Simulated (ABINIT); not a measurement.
# CaInCl3 (Pm-3m): modes at Γ and the response to a field

Aim: the zone-centre modes of CaInCl3 (Pm-3m).

Method: DFT LDA, scalar-relativistic, plane waves, PseudoDojo norm-conserving pseudopotentials, in ABINIT 10.8.3.

The structure was built from a prototype and need not be the compound's stable phase.

## 1. Set-up

It takes space group Pm-3m (No. 221, cubic). The conventional cell has a = 5.508 Å, b = 5.508 Å, c = 5.508 Å, α = 90.00°, β = 90.00°, γ = 90.00°. Nearest to In lie 12 Cl at 3.89 Å. Nearest to Ca lie 6 Cl at 2.75 Å. Cl has 2 Ca at 2.75 Å nearest. Farther neighbours and most contacts between anions are not listed.

## 2. A first look

A first run with smearing and empty bands tells whether the crystal has a gap, which decides between fixed occupations and smearing later on.

probe.abi reads:

```
# ground state
tolvrs 1.0d-08
prtden 1
prtwf 1

# basis, mesh and filling
ecut 31.0
ngkpt 4 4 4
nshiftk 1
shiftk 0.0 0.0 0.0
istwfk *1
occopt 7
tsmear 0.005
nband 31
nstep 100
diemac 9.0
prtebands 0
prtgsr 0
useylm 1

# cell and atoms
acell 10.4078556 10.4078556 10.4078556
rprim 
    1.0 0.0 0.0
    0.0 1.0 0.0
    0.0 0.0 1.0
ntypat 3
znucl 49 20 17
natom 5
typat 1 2 3 3 3
xred 
    0.0 0.0 0.0
    0.5 0.5 0.5
    0.5 0.5 0.0
    0.5 0.0 0.5
    0.0 0.5 0.5
pp_dirpath "./pseudo"
pseudos "In.upf, Ca.upf, Cl.upf"
```

Command:

```console
$ OMP_NUM_THREADS=1 mpirun -n 4 abinit probe.abi > probe.log
```

Numbers of over 12 decimals in the logs are rounded to 6 here.

probe.abo, the main output file:

```text
[banners, grids, parts of the stress and lines that vanish by symmetry left out]
- input  file    -> probe.abi
- output file    -> probe.abo
- root for input  files -> probei
[...]
Symmetries : space group Pm -3 m (#221); Bravais cP (primitive cubic)
[...]
mpw =        9332          nfft =      157464          nkpt =          10
[...]
== DATASET  1 ==================================================================
[...]
cutoff_energies: {ecut:  31.0, pawecutdg:  -1.0, }
[...]
ETOT  1  -153.46589073331    -1.535E+02 4.569E-01 1.134E+03
 ETOT  2  -154.37010528894    -9.042E-01 4.142E-02 1.788E+02
 ETOT  3  -154.41410533775    -4.400E-02 6.947E-03 3.555E+00
 ETOT  4  -154.41448197420    -3.766E-04 1.360E-02 8.394E-01
 ETOT  5  -154.41454786821    -6.589E-05 6.260E-03 1.768E-01
[...]
ETOT  9  -154.41456206814    -2.502E-10 4.209E-04 1.006E-06
 ETOT 10  -154.41456206822    -8.760E-11 4.841E-04 6.401E-09
 At SCF step   10       vres2   =  6.40E-09 < tolvrs=  1.00E-08 =>converged.
[...]
sigma(1 1)=  1.48206273E-04  sigma(3 2)=  0.00000000E+00
  sigma(2 2)=  1.48206273E-04  sigma(3 1)=  0.00000000E+00
  sigma(3 3)=  1.48206273E-04  sigma(2 1)=  0.00000000E+00
[...]
convergence: {deltae: -8.760E-11, res2:  6.401E-09, residm:  4.841E-04, diffor: null, }
etotal    :  -1.54414562E+02
[...]
sigma(1 1)=  1.48206273E-04  sigma(3 2)=  0.00000000E+00
  sigma(2 2)=  1.48206273E-04  sigma(3 1)=  0.00000000E+00
  sigma(3 3)=  1.48206273E-04  sigma(2 1)=  0.00000000E+00
[...]
- sigma(1 1)=  4.36037908E+00  sigma(3 2)=  0.00000000E+00
- sigma(2 2)=  4.36037908E+00  sigma(3 1)=  0.00000000E+00
- sigma(3 3)=  4.36037908E+00  sigma(2 1)=  0.00000000E+00
[...]
fcart     -0.0000000000E+00 -0.0000000000E+00 -0.0000000000E+00
           strten      1.4820627254E-04  1.4820627254E-04  1.4820627254E-04
================================================================================

[key lines of the parts left out:]
pressure_GPa:  -4.3604E+00
```

Wall time 34 s (4 MPI ranks of Arm Neoverse V2, shared host); 2.3 min of CPU time.

Read from the output:

- volume per atom: 33.41 Å³
- pressure: -4.360 GPa
- gap on the k-mesh: 3.466 eV

A gap of 3.5 eV opens on this mesh, so the crystal is taken as an insulator; the printed pressure holds the stress of the finite basis too.

## 3. Rough relaxation

The typed start is rough, so a first relaxation with smearing and loose thresholds takes it towards rest cheaply.

prerelax.abi reads:

```
# relaxation
ionmov 2
optcell 2
dilatmx 1.15
chkdilatmx 0
ntime 40
tolmxf 3.0d-04
tolvrs 1.0d-10
prtwf 0
prtden 0
chksymtnons 0

# basis, mesh and filling
ecut 32.0
ecutsm 3.0
ngkpt 4 4 4
nshiftk 1
shiftk 0.0 0.0 0.0
istwfk *1
occopt 7
tsmear 0.005
nband 31
nstep 100
diemac 9.0
prtebands 0
prtgsr 0
useylm 1

# cell and atoms
acell 10.4078556 10.4078556 10.4078556
rprim 
    1.0 0.0 0.0
    0.0 1.0 0.0
    0.0 0.0 1.0
ntypat 3
znucl 49 20 17
natom 5
typat 1 2 3 3 3
xred 
    0.0 0.0 0.0
    0.5 0.5 0.5
    0.5 0.5 0.0
    0.5 0.0 0.5
    0.0 0.5 0.5
pp_dirpath "./pseudo"
pseudos "In.upf, Ca.upf, Cl.upf"
```

Command:

```console
$ OMP_NUM_THREADS=1 mpirun -n 4 abinit prerelax.abi > prerelax.log
```

prerelax.abo, the main output file:

```text
[banners, grids, parts of the stress and lines that vanish by symmetry left out]
- input  file    -> prerelax.abi
- output file    -> prerelax.abo
- root for input  files -> prerelaxi
[...]
Symmetries : space group Pm -3 m (#221); Bravais cP (primitive cubic)
[...]
mpw =       14868          nfft =      262144          nkpt =          10
[...]
== DATASET  1 ==================================================================
[...]
cutoff_energies: {ecut:  32.0, pawecutdg:  -1.0, }
[...]
ETOT  1  -153.47438497772    -1.535E+02 3.805E-01 1.950E+03
 ETOT  2  -154.36963020795    -8.952E-01 9.926E-02 3.026E+02
 ETOT  3  -154.41389844128    -4.427E-02 2.747E-02 5.238E+00
 ETOT  4  -154.41427941420    -3.810E-04 5.075E-03 1.168E+00
 ETOT  5  -154.41433874660    -5.933E-05 2.004E-03 2.456E-01
[...]
At SCF step   11       vres2   =  9.88E-11 < tolvrs=  1.00E-10 =>converged.
[...]
ETOT 10  -154.43037362599     2.842E-12 1.652E-04 3.056E-11
 At SCF step   10       vres2   =  3.06E-11 < tolvrs=  1.00E-10 =>converged.
[...]
sigma(1 1)=  1.94476142E-06  sigma(3 2)=  0.00000000E+00
  sigma(2 2)=  1.94476142E-06  sigma(3 1)=  0.00000000E+00
  sigma(3 3)=  1.94476142E-06  sigma(2 1)=  0.00000000E+00
[...]
convergence: {deltae:  2.842E-12, res2:  3.056E-11, residm:  1.652E-04, diffor: null, }
etotal    :  -1.54430374E+02
[...]
At Broyd/MD step   5, gradients are converged :
[...]
sigma(1 1)=  1.94476142E-06  sigma(3 2)=  0.00000000E+00
  sigma(2 2)=  1.94476142E-06  sigma(3 1)=  0.00000000E+00
  sigma(3 3)=  1.94476142E-06  sigma(2 1)=  0.00000000E+00
[...]
- sigma(1 1)=  5.72168563E-02  sigma(3 2)=  0.00000000E+00
- sigma(2 2)=  5.72168563E-02  sigma(3 1)=  0.00000000E+00
- sigma(3 3)=  5.72168563E-02  sigma(2 1)=  0.00000000E+00
[...]
fcart     -0.0000000000E+00 -0.0000000000E+00 -0.0000000000E+00
           strten      1.9447614177E-06  1.9447614177E-06  1.9447614177E-06
================================================================================

[key lines of the parts left out:]
pressure_GPa:  -5.7217E-02
Total energy (etotal) [Ha]= -1.54430373625989E+02
```

Elapsed: 4.1 min, on 4 MPI ranks; 16 min of CPU time.

The steps of the relaxation:

```csv
step,energy less that of the first step (eV),largest force (eV/Å),volume (Å³)
1,0.0000,0.0000,167.07
2,-0.0538,0.0000,164.95
3,-0.3689,0.0000,130.08
4,-0.4314,0.0000,141.34
5,-0.4360,0.0000,139.07
```

```csv
"conventional cell, symmetrised",before,after,change
a (Å),5.508,5.181,-5.9 %
b (Å),5.508,5.181,-5.9 %
c (Å),5.508,5.181,-5.9 %
volume (Å³/atom),33.41,27.81,-16.8 %
```

The relaxed structure:

```cif
data_structure
_symmetry_space_group_name_H-M 'P 1'
_symmetry_Int_Tables_number 1
_cell_length_a 5.1810
_cell_length_b 5.1810
_cell_length_c 5.1810
_cell_angle_alpha 90.000
_cell_angle_beta 90.000
_cell_angle_gamma 90.000
_cell_volume 139.07
loop_
_atom_site_label
_atom_site_type_symbol
_atom_site_fract_x
_atom_site_fract_y
_atom_site_fract_z
_atom_site_occupancy
In1 In 0.00000 0.00000 0.00000 1
Ca2 Ca 0.50000 0.50000 0.50000 1
Cl3 Cl 0.50000 0.50000 0.00000 1
Cl4 Cl 0.50000 0.00000 0.50000 1
Cl5 Cl 0.00000 0.50000 0.50000 1
```

Numbers from this step:

| Item | Value |
| --- | --- |
| volume per atom | 27.81 Å³ |
| pressure | -0.05722 GPa |
| gap on the k-mesh | 3.439 eV |

The volume changes by -16.8 % in this run and stands -16.8 % from the first cell.

## 4. Rough relaxation

The cell changed much, so the rough relaxation is repeated on a basis made for the new cell.

Edit prerelax.abi of step 3 so:

```diff
@@ -29,3 +29,3 @@
 # cell and atoms
-acell 10.4078556 10.4078556 10.4078556
+acell 9.790598851 9.790598851 9.790598851
 rprim
```

prerelax.abo, the main output file:

```text
[banners, grids, parts of the stress and lines that vanish by symmetry left out]
- input  file    -> prerelax.abi
- output file    -> prerelax.abo
- root for input  files -> prerelaxi
[...]
Symmetries : space group Pm -3 m (#221); Bravais cP (primitive cubic)
[...]
mpw =       12408          nfft =      216000          nkpt =          10
[...]
== DATASET  1 ==================================================================
[...]
cutoff_energies: {ecut:  32.0, pawecutdg:  -1.0, }
[...]
ETOT  1  -153.71640482703    -1.537E+02 3.763E-01 1.230E+03
 ETOT  2  -154.40735854008    -6.910E-01 2.118E-02 1.425E+02
 ETOT  3  -154.42973993109    -2.238E-02 4.475E-02 1.092E+01
 ETOT  4  -154.43031343472    -5.735E-04 3.766E-03 1.137E+00
 ETOT  5  -154.43036629654    -5.286E-05 2.820E-03 9.797E-02
[...]
ETOT 10  -154.43037360812    -2.052E-11 6.824E-04 5.338E-10
 ETOT 11  -154.43037360812     6.452E-12 3.240E-04 1.699E-12
 At SCF step   11       vres2   =  1.70E-12 < tolvrs=  1.00E-10 =>converged.
[...]
sigma(1 1)=  1.94465173E-06  sigma(3 2)=  0.00000000E+00
  sigma(2 2)=  1.94465173E-06  sigma(3 1)=  0.00000000E+00
  sigma(3 3)=  1.94465173E-06  sigma(2 1)=  0.00000000E+00
[...]
convergence: {deltae:  6.452E-12, res2:  1.699E-12, residm:  3.240E-04, diffor: null, }
etotal    :  -1.54430374E+02
[...]
At Broyd/MD step   1, gradients are converged :
[...]
sigma(1 1)=  1.94465173E-06  sigma(3 2)=  0.00000000E+00
  sigma(2 2)=  1.94465173E-06  sigma(3 1)=  0.00000000E+00
  sigma(3 3)=  1.94465173E-06  sigma(2 1)=  0.00000000E+00
[...]
- sigma(1 1)=  5.72136292E-02  sigma(3 2)=  0.00000000E+00
- sigma(2 2)=  5.72136292E-02  sigma(3 1)=  0.00000000E+00
- sigma(3 3)=  5.72136292E-02  sigma(2 1)=  0.00000000E+00
[...]
fcart     -0.0000000000E+00 -0.0000000000E+00 -0.0000000000E+00
           strten      1.9446517313E-06  1.9446517313E-06  1.9446517313E-06
================================================================================

[key lines of the parts left out:]
pressure_GPa:  -5.7214E-02
Total energy (etotal) [Ha]= -1.54430373608116E+02
```

Run time: 48 s. Hardware: 4 MPI ranks.

Little changed from the start: no atom moved by 0.005 Å and no cell edge by 0.1 %.

This step gave:

```yaml
pressure: -0.05721 GPa
```

The volume changes by +0.0 % in this run and stands -16.8 % from the first cell.

## 5. Relaxing the cell and atoms

The harmonic expansion needs vanishing forces, and a free crystal bears no stress, so cell and atoms are brought to rest. Stress is more sensitive to the basis than forces are: the last 3 Ha under the cutoff are smoothed with ecutsm, and the cutoff is raised above that of the later runs.

relax.abi, as its differences from prerelax.abi of step 4:

```diff
@@ -3,7 +3,6 @@
 optcell 2
-dilatmx 1.15
-chkdilatmx 0
+dilatmx 1.08
 ntime 40
-tolmxf 3.0d-04
-tolvrs 1.0d-10
+tolmxf 1.0d-05
+tolvrs 1.0d-14
 prtwf 0
@@ -13,3 +12,3 @@
 # basis, mesh and filling
-ecut 32.0
+ecut 39.0
 ecutsm 3.0
@@ -19,5 +18,4 @@
 istwfk *1
-occopt 7
-tsmear 0.005
-nband 31
+occopt 1
+nband 22
 nstep 100
```

Command:

```console
$ OMP_NUM_THREADS=1 mpirun -n 4 abinit relax.abi > relax.log
```

relax.abo, the main output file:

```text
[banners, grids, parts of the stress and lines that vanish by symmetry left out]
- input  file    -> relax.abi
- output file    -> relax.abo
- root for input  files -> relaxi
[...]
Symmetries : space group Pm -3 m (#221); Bravais cP (primitive cubic)
[...]
mpw =       13802          nfft =      216000          nkpt =          10
[...]
== DATASET  1 ==================================================================
[...]
cutoff_energies: {ecut:  39.0, pawecutdg:  -1.0, }
[...]
ETOT  1  -149.06866670560    -1.491E+02 4.210E-01 1.950E+04
 ETOT  2  -149.57918045973    -5.105E-01 1.765E-01 4.736E+04
 ETOT  3  -153.89331712896    -4.314E+00 2.071E-01 2.882E+03
 ETOT  4  -154.29476215879    -4.014E-01 1.140E-01 8.794E+02
 ETOT  5  -154.27084024490     2.392E-02 2.296E-03 9.615E+02
[...]
At SCF step   24       vres2   =  2.73E-16 < tolvrs=  1.00E-14 =>converged.
[...]
sigma(1 1)=  1.94533986E-06  sigma(3 2)=  0.00000000E+00
  sigma(2 2)=  1.94533986E-06  sigma(3 1)=  0.00000000E+00
  sigma(3 3)=  1.94533986E-06  sigma(2 1)=  0.00000000E+00
[...]
convergence: {deltae:  1.165E-12, res2:  2.728E-16, residm:  4.220E-20, diffor: null, }
etotal    :  -1.54431020E+02
[...]
ETOT  1  -154.43102021774    -1.544E+02 3.706E-10 6.001E-03
[...]
At SCF step   12       vres2   =  4.18E-16 < tolvrs=  1.00E-14 =>converged.
[...]
sigma(1 1)=  1.74149203E-06  sigma(3 2)=  0.00000000E+00
  sigma(2 2)=  1.74149203E-06  sigma(3 1)=  0.00000000E+00
  sigma(3 3)=  1.74149203E-06  sigma(2 1)=  0.00000000E+00
[...]
convergence: {deltae:  1.990E-13, res2:  4.180E-16, residm:  5.088E-19, diffor: null, }
etotal    :  -1.54431021E+02
[...]
ETOT  1  -154.43098855253    -1.544E+02 2.444E-07 4.367E-01
[...]
ETOT 14  -154.43102189529     6.281E-12 3.949E-19 8.241E-14
 ETOT 15  -154.43102189530    -6.111E-12 1.868E-19 7.834E-15
 At SCF step   15       vres2   =  7.83E-15 < tolvrs=  1.00E-14 =>converged.
[...]
sigma(1 1)= -4.35900265E-09  sigma(3 2)=  0.00000000E+00
  sigma(2 2)= -4.35900265E-09  sigma(3 1)=  0.00000000E+00
  sigma(3 3)= -4.35900265E-09  sigma(2 1)=  0.00000000E+00
[...]
convergence: {deltae: -6.111E-12, res2:  7.834E-15, residm:  1.868E-19, diffor: null, }
etotal    :  -1.54431022E+02
[...]
At Broyd/MD step   3, gradients are converged :
[...]
sigma(1 1)= -4.35900265E-09  sigma(3 2)=  0.00000000E+00
  sigma(2 2)= -4.35900265E-09  sigma(3 1)=  0.00000000E+00
  sigma(3 3)= -4.35900265E-09  sigma(2 1)=  0.00000000E+00
[...]
- sigma(1 1)= -1.28246286E-04  sigma(3 2)=  0.00000000E+00
- sigma(2 2)= -1.28246286E-04  sigma(3 1)=  0.00000000E+00
- sigma(3 3)= -1.28246286E-04  sigma(2 1)=  0.00000000E+00
[...]
fcart     -0.0000000000E+00 -0.0000000000E+00 -0.0000000000E+00
           strten     -4.3590026536E-09 -4.3590026510E-09 -4.3590026541E-09
================================================================================

[key lines of the parts left out:]
pressure_GPa:   1.2825E-04
Total energy (etotal) [Ha]= -1.54431021895300E+02
```

The job ended after 2.3 min (4 MPI ranks; 9.3 min of CPU time).

Little changed from the start: no atom moved by 0.005 Å and no cell edge by 0.1 %.

Read from the output:

| Property | Result |
| --- | --- |
| volume per atom | 27.77 Å³ |
| pressure | 1.28e-4 GPa |

The volume changes by -0.2 % in this run and stands -16.9 % from the first cell.

## 6. Self-consistent run for the response

First-order wavefunctions inherit every error of the ground state, hence the very tight tolvrs. The mesh is shifted off Γ, since shifted meshes converge sums over the zone faster.

gs.abi reads:

```
# ground state
tolvrs 1.0d-16
prtden 1
prtwf 1

# basis, mesh and filling
ecut 31.0
ngkpt 4 4 4
nshiftk 1
shiftk 0.5 0.5 0.5
istwfk *1
occopt 1
nband 22
nstep 100
diemac 9.0
prtebands 0
prtgsr 0
useylm 1

# cell and atoms
acell 9.785154247 9.785154247 9.785154247
rprim 
    1.0 0.0 0.0
    0.0 1.0 0.0
    0.0 0.0 1.0
ntypat 3
znucl 49 20 17
natom 5
typat 1 2 3 3 3
xred 
    0.0 0.0 0.0
    0.5 0.5 0.5
    0.5 0.5 0.0
    0.5 0.0 0.5
    0.0 0.5 0.5
pp_dirpath "./pseudo"
pseudos "In.upf, Ca.upf, Cl.upf"
```

Command:

```console
$ OMP_NUM_THREADS=1 mpirun -n 4 abinit gs.abi > gs.log
```

gs.abo, the main output file:

```text
[banners, grids, parts of the stress and lines that vanish by symmetry left out]
- input  file    -> gs.abi
- output file    -> gs.abo
- root for input  files -> gsi
[...]
Symmetries : space group Pm -3 m (#221); Bravais cP (primitive cubic)
[...]
mpw =        7739          nfft =      125000          nkpt =           4
[...]
== DATASET  1 ==================================================================
[...]
cutoff_energies: {ecut:  31.0, pawecutdg:  -1.0, }
[...]
ETOT  1  -147.28696164153    -1.473E+02 3.798E-01 1.642E+04
 ETOT  2  -138.99186180113     8.295E+00 4.435E-01 7.103E+04
 ETOT  3  -153.05123996527    -1.406E+01 1.257E+00 3.591E+03
 ETOT  4  -154.32124012907    -1.270E+00 9.661E-02 3.478E+02
 ETOT  5  -154.32861680011    -7.377E-03 1.203E-03 3.806E+02
[...]
ETOT 23  -154.43063554563    -7.560E-12 3.096E-18 1.236E-15
 ETOT 24  -154.43063554561     1.492E-11 3.389E-19 6.952E-17
 At SCF step   24       vres2   =  6.95E-17 < tolvrs=  1.00E-16 =>converged.
[...]
sigma(1 1)=  8.44197670E-06  sigma(3 2)=  0.00000000E+00
  sigma(2 2)=  8.44197670E-06  sigma(3 1)=  0.00000000E+00
  sigma(3 3)=  8.44197670E-06  sigma(2 1)=  0.00000000E+00
[...]
convergence: {deltae:  1.492E-11, res2:  6.952E-17, residm:  3.389E-19, diffor: null, }
etotal    :  -1.54430636E+02
[...]
sigma(1 1)=  8.44197670E-06  sigma(3 2)=  0.00000000E+00
  sigma(2 2)=  8.44197670E-06  sigma(3 1)=  0.00000000E+00
  sigma(3 3)=  8.44197670E-06  sigma(2 1)=  0.00000000E+00
[...]
- sigma(1 1)=  2.48371530E-01  sigma(3 2)=  0.00000000E+00
- sigma(2 2)=  2.48371530E-01  sigma(3 1)=  0.00000000E+00
- sigma(3 3)=  2.48371530E-01  sigma(2 1)=  0.00000000E+00
[...]
fcart     -0.0000000000E+00 -0.0000000000E+00 -0.0000000000E+00
           strten      8.4419767032E-06  8.4419767032E-06  8.4419767032E-06
================================================================================

[key lines of the parts left out:]
pressure_GPa:  -2.4837E-01
```

The job ended after 16 s (4 MPI ranks; 64 s of CPU time).

This step gave:

- pressure: -0.2484 GPa

The cell stands at -0.25 GPa: the relaxation ran with a smoothed and higher cutoff and on another k mesh.

## 7. Empty bands

Empty bands on the ground state's density check that the gap assumed so far is there in this cell.

gap.abi reads:

```
# empty bands on the ground state's density
iscf -2
getden_filepath "gso_DEN"
tolwfr 1.0d-12
nbdbuf 2
prtwf 0

# basis, mesh and filling
ecut 31.0
ngkpt 4 4 4
nshiftk 1
shiftk 0.0 0.0 0.0
istwfk *1
occopt 1
nband 26
nstep 100
diemac 9.0
prtebands 0
prtgsr 0
useylm 1

# cell and atoms
acell 9.785154247 9.785154247 9.785154247
rprim 
    1.0 0.0 0.0
    0.0 1.0 0.0
    0.0 0.0 1.0
ntypat 3
znucl 49 20 17
natom 5
typat 1 2 3 3 3
xred 
    0.0 0.0 0.0
    0.5 0.5 0.5
    0.5 0.5 0.0
    0.5 0.0 0.5
    0.0 0.5 0.5
pp_dirpath "./pseudo"
pseudos "In.upf, Ca.upf, Cl.upf"
```

Command:

```console
$ OMP_NUM_THREADS=1 mpirun -n 4 abinit gap.abi > gap.log
```

gap.abo, the main output file:

```text
[banners, grids, parts of the stress and lines that vanish by symmetry left out]
- input  file    -> gap.abi
- output file    -> gap.abo
- root for input  files -> gapi
[...]
Symmetries : space group Pm -3 m (#221); Bravais cP (primitive cubic)
[...]
mpw =        7809          nfft =      125000          nkpt =          10
[...]
== DATASET  1 ==================================================================
[...]
cutoff_energies: {ecut:  31.0, pawecutdg:  -1.0, }
[...]
-outvars: echo values of variables after computation
            acell      9.7851542470E+00  9.7851542470E+00  9.7851542470E+00 Bohr
================================================================================
```

Run time: 31 s. Hardware: 4 MPI ranks; 2 min of CPU time.

Numbers from this step:

```
gap on the k-mesh : 3.437 eV
```

In this cell the gap on the mesh is 3.4 eV, direct, so fixed occupations hold.

(Part 1 of 3 ends here.)

[Host names and launcher messages were left out of these logs when they were recorded.]

[Logs are printed without paths, hosts, clocks, repeated set-up lines and the standing remarks that a program may print on its own settings, such as how far it seeks lower states.]

[Hosts, paths, dates, database ids (printed as entryN), source tags and the programs' standing remarks are cut or masked in the printed files.]
